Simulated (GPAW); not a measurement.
# How KBr absorbs and reflects light

Aim: the dielectric function of KBr, and the optical constants that follow from it.

Method: DFT, PBE, plane-wave PAW (GPAW data sets), scalar-relativistic, RPA, optical limit, in GPAW 26.7.0.

### Step 1. Starting point

Symmetry: Fm-3m, No. 225, cubic system. The conventional cell has a = 6.600 Å, b = 6.600 Å, c = 6.600 Å, α = 90.00°, β = 90.00°, γ = 90.00°. Nearest to Br lie 6 K at 3.30 Å. Nearest to K lie 6 Br at 3.30 Å. Farther neighbours and most contacts between anions are not listed.

As a file:

```cif
data_structure
_symmetry_space_group_name_H-M 'Fm-3m'
_symmetry_Int_Tables_number 225
_cell_length_a 6.6000
_cell_length_b 6.6000
_cell_length_c 6.6000
_cell_angle_alpha 90.000
_cell_angle_beta 90.000
_cell_angle_gamma 90.000
_cell_volume 287.50
loop_
_atom_site_label
_atom_site_type_symbol
_atom_site_symmetry_multiplicity
_atom_site_Wyckoff_symbol
_atom_site_fract_x
_atom_site_fract_y
_atom_site_fract_z
_atom_site_occupancy
Br1 Br 4 b 0.50000 0.00000 0.00000 1
K1 K 4 a 0.00000 0.00000 0.00000 1
```

### Step 2. Dielectric function, RPA

Transitions between filled and empty bands, summed over the zone, give the optical response, so mesh, band count and broadening shape it.

The induced potential is part of this response.

df.py

```python
from gpaw.response.df import DielectricFunction

df = DielectricFunction('full.gpw', frequencies={'type': 'nonlinear', 'domega0': 0.03, 'omega2': 8},
                        ecut=50,
                        eta=0.15,
                        nbands=42,
                        txt='df.txt')
for direction in ['x']:
    df.get_dielectric_function(xc='RPA', direction=direction, filename=f'df_{direction}.csv')
```

Started as:

```
OMP_NUM_THREADS=1 python df.py
```

Numbers of over 12 decimals in the logs are rounded to 6 here.

The log of the run:

```text
Using integrator: PointIntegrator
NonLinearFrequencyDescriptor(from 0.000 to 62.602 eV, 493 points)
Nonperiodic BCs:  [False False False]
Using integrator: PointIntegrator
NonLinearFrequencyDescriptor(from 0.000 to 62.602 eV, 493 points)
Nonperiodic BCs:  [False False False]

Calculating chi0 body with:
    Ground state adapter containing:
    Number of spins: 1
    Number of kpoints: 729
    Number of irreducible kpoints: 35
    Number of completely occupied states: 8
    Number of partially occupied states: 8

    Linear response parametrization:
    q_c: [0.0, 0.0, 0.0]
    Number of frequency points: 493
    Planewave cutoff: 50.0
    Number of bands: 42
    Number of planewaves: 59
    Broadening (eta): 0.15

Integrating chi0 body.

Symmetries of q_c:
    Direct symmetries (Uq -> q): 48
    Indirect symmetries (TUq -> q): 0
In total 48 allowed symmetries.

35 groups of equivalent kpoints. 95.198903% reduction.

Integral kind: spectral function

Calculating chi0 optical extensions with:
    Ground state adapter containing:
    Number of spins: 1
    Number of kpoints: 729
    Number of irreducible kpoints: 35
    Number of completely occupied states: 8
    Number of partially occupied states: 8

    Linear response parametrization:
    Number of frequency points: 493
    Planewave cutoff: 50.0
    Number of bands: 42
    Number of planewaves: 59
    Broadening (eta): 0.15
Integrating chi0 head and wings.

Symmetries of q_c:
    Direct symmetries (Uq -> q): 48
    Indirect symmetries (TUq -> q): 0
In total 48 allowed symmetries.

35 groups of equivalent kpoints. 95.198903% reduction.

Integral kind: spectral function wings
```

It took 9.4 s on 1 thread of Arm Neoverse V1, shared host; peak memory 0.28 GiB.

Read-outs, printed or worked out from the files:

| Quantity | Value |
| --- | --- |
| electronic dielectric constant ε∞, mean over x, y and z (by symmetry where fewer were run) | 2.356 |
| main peak of Im epsilon, first axis | 6.953 eV |

Some rows of df_x.csv (energy; Re and Im without local fields; Re and Im with them):

```text
0.000000, 2.822475, -0.000000, 2.356054, -0.000000
0.429336, 2.827195, 0.003316, 2.359364, 0.002325
0.878195, 2.842459, 0.006948, 2.370069, 0.004874
1.347938, 2.870590, 0.011143, 2.389812, 0.007825
1.840057, 2.915237, 0.016303, 2.421187, 0.011468
2.356191, 2.982386, 0.023152, 2.468488, 0.016339
2.898142, 3.082656, 0.033226, 2.539449, 0.023599
3.467895, 3.237700, 0.050689, 2.650251, 0.036529
4.067647, 3.507067, 0.096410, 2.847593, 0.072615
4.699832, 4.009748, 0.452989, 3.221102, 0.372885
5.367152, 4.231155, 0.882507, 3.284601, 0.695030
6.072622, 5.028146, 1.579433, 3.677689, 1.059764
6.819608, 4.518039, 4.141608, 3.668394, 2.340666
7.611886, 1.544427, 3.195419, 1.497699, 2.419728
8.453705, 2.107146, 2.234698, 1.506433, 1.351659
9.349861, 1.038870, 4.125568, 2.111580, 2.039077
10.305790, -0.423368, 2.409851, 0.965134, 2.252017
11.327680, 0.213646, 0.867404, 0.241318, 1.184568
12.422601, 0.533703, 1.030096, 0.548628, 0.911519
13.598673, 1.056983, 0.367463, 0.709642, 0.241918
```

Values under the direct gap are tails of Lorentzian lines. The Im ε, E ∥ x by photon energy; read off at these points:

```
photon energy (eV)  Im ε, E ∥ x
             0.000            0
             0.250      0.00135
             0.500      0.00272
             0.750      0.00413
             1.000      0.00560
             1.250      0.00718
             1.500      0.00888
             1.750       0.0107
             2.000       0.0128
             2.250       0.0152
             2.500       0.0180
             2.750       0.0213
             3.000       0.0254
             3.250       0.0306
             3.500       0.0376
             3.750       0.0478
             4.000       0.0653
             4.250        0.107
             4.500        0.202
             4.750        0.460
             5.000        0.488
             5.250        0.579
             5.500        0.899
             5.565        0.941
             5.750        0.721
             6.000        0.848
             6.250         1.41
             6.500         1.66
             6.750         1.93
             6.930         2.74
             7.000         2.72
             7.250         2.72
             7.500         2.61
             7.750         2.10
             8.000         1.81
             8.250         1.54
             8.500         1.30
             8.750         1.26
             9.000         1.55
             9.250         1.89
             9.500         2.29
             9.750         2.24
             9.957         2.55
            10.000         2.54
            10.250         2.24
            10.500         2.30
            10.750         2.03
            11.000         1.77
            11.250         1.19
            11.500         1.06
            11.750        0.879
            12.000        0.886
            12.250        0.893
            12.500        0.904
            12.750        0.714
            13.000        0.578
            13.250        0.437
            13.500        0.309
            13.750        0.191
```

Table of Re ε, E ∥ x by photon energy:

```
photon energy (eV)  Re ε, E ∥ x
               0.0         2.36
               0.5         2.36
               1.0         2.37
               1.5         2.40
               2.0         2.43
               2.5         2.48
               3.0         2.56
               3.5         2.66
               4.0         2.82
               4.5         3.07
               5.0         3.03
               5.5         3.25
               6.0         3.57
               6.5         3.25
               7.0         2.87
               7.5         1.75
               8.0         1.42
               8.5         1.55
               9.0         2.16
               9.5         1.88
              10.0         1.22
              10.5        0.586
              11.0      -0.0766
              11.5        0.232
              12.0        0.546
              12.5        0.499
              13.0        0.486
              13.5        0.641
```

Refractive index n and extinction k against photon energy:

```
photon energy (eV)      n        k
               0.0   1.53        0
               0.5   1.54   8.8e-4
               1.0   1.54  0.00182
               1.5   1.55  0.00287
               2.0   1.56  0.00411
               2.5   1.58  0.00571
               3.0   1.60  0.00793
               3.5   1.63   0.0115
               4.0   1.68   0.0195
               4.5   1.75   0.0576
               5.0   1.75    0.140
               5.5   1.82    0.247
               6.0   1.90    0.223
               6.5   1.86    0.448
               7.0   1.85    0.738
               7.5   1.56    0.835
               8.0   1.36    0.663
               8.5   1.34    0.487
               9.0   1.55    0.500
               9.5   1.55    0.735
              10.0   1.42    0.893
              10.5   1.22    0.946
              11.0  0.920    0.962
              11.5  0.812    0.653
              12.0  0.891    0.497
              12.5  0.875    0.516
              13.0  0.788    0.367
              13.5  0.822    0.188
```

Reflectivity at normal incidence, E ∥ x against photon energy; read off at these points:

```
photon energy (eV)  reflectivity at normal incidence, E ∥ x (%)
              0.00                                         4.45
              0.50                                         4.47
              1.00                                         4.53
              1.50                                         4.63
              2.00                                         4.79
              2.50                                         5.01
              3.00                                         5.31
              3.50                                         5.75
              4.00                                         6.43
              4.50                                         7.52
              5.00                                         7.61
              5.50                                         9.15
              6.00                                         10.2
              6.50                                         11.2
              6.93                                         15.0
              7.00                                         14.6
              7.50                                         14.0
              8.00                                         9.49
              8.50                                         6.15
              9.00                                         8.20
              9.50                                         12.0
             10.00                                         14.7
             10.50                                         16.2
             11.00                                         20.3
             11.50                                         12.4
             12.00                                         6.78
             12.50                                         7.46
             13.00                                         5.39
             13.50                                         2.00
```

The loss function −Im 1/ε at q → 0, E ∥ x has structure finer than the step of the table below, so its rows give means over 0.5 eV, whole bins alone (the curve runs from 0 to 14.0 eV). Peaks (eV: height): 8.21: 0.363, 11.63: 0.957, 12.92: 1.02.

Values under the direct gap are tails of Lorentzian lines. The loss function −Im 1/ε at q → 0, E ∥ x by energy loss; means over each step:

```
energy loss (eV)  loss function −Im 1/ε at q → 0, E ∥ x
             0.5                                 4.9e-4
             1.0                                 1.0e-3
             1.5                                0.00155
             2.0                                0.00217
             2.5                                0.00292
             3.0                                0.00390
             3.5                                0.00537
             4.0                                0.00858
             4.5                                 0.0230
             5.0                                 0.0512
             5.5                                 0.0730
             6.0                                 0.0727
             6.5                                  0.113
             7.0                                  0.167
             7.5                                  0.269
             8.0                                  0.346
             8.5                                  0.308
             9.0                                  0.225
             9.5                                  0.263
            10.0                                  0.327
            10.5                                  0.416
            11.0                                  0.607
            11.5                                  0.888
            12.0                                  0.835
            12.5                                  0.874
            13.0                                  0.988
            13.5                                  0.578
```

At chosen wavelengths:

```
wavelength (nm)     n      k  R (%)     1/α
           1550  1.54  0.001    4.5   86 µm
            800  1.55  0.003    4.6   21 µm
            532  1.57  0.005    4.9  8.3 µm
            405  1.60  0.008    5.4  3.9 µm
            365  1.62  0.011    5.6  2.7 µm
            308  1.68  0.020    6.5  1.2 µm
            193  1.89  0.442   11.6   35 nm
```

Below the direct gap, k and the depth come from the tails of the Lorentzian lines, not from transitions.

Rows near the edge hang on the gap, which this functional as a rule makes too small, and phonon-assisted absorption is left out.

### Step 3. What came out

```yaml
electronic_dielectric_constant_eps_infinity_mean_over_x_y_and_z_by_symmetry_where_fewer_were_run_rpa: 2.36
main_peak_of_im_epsilon_first_axis: 6.95 eV
```

In words: At this level (PBE, RPA) KBr has ε∞ = 2.36 and n = 1.54 at 1550 nm, and Im ε peaks at 7.0 eV. Local fields change the static value along x from 2.82 to 2.36 (-17 %). Distinct maxima of Im ε, read by a parabola through the highest points, lie at 6.46 eV (1.7), 6.95 eV (2.8), 9.98 eV (2.6) and 10.43 eV (2.4). Excitons and phonon-assisted transitions are missing; PBE gaps are as a rule too small, which pulls the onset down and ε∞ up. The sum runs over mesh points, so small or evenly spaced maxima can still be ripples of the mesh.

[Machine, clock and banner lines and Python warnings are left out of the logs.]

[Logs are printed without paths, hosts, clocks, repeated set-up lines and the standing remarks that a program may print on its own settings, such as how far it seeks lower states.]

[Hosts, paths, dates, database ids (printed as entryN), source tags and the programs' standing remarks are cut or masked in the printed files.]
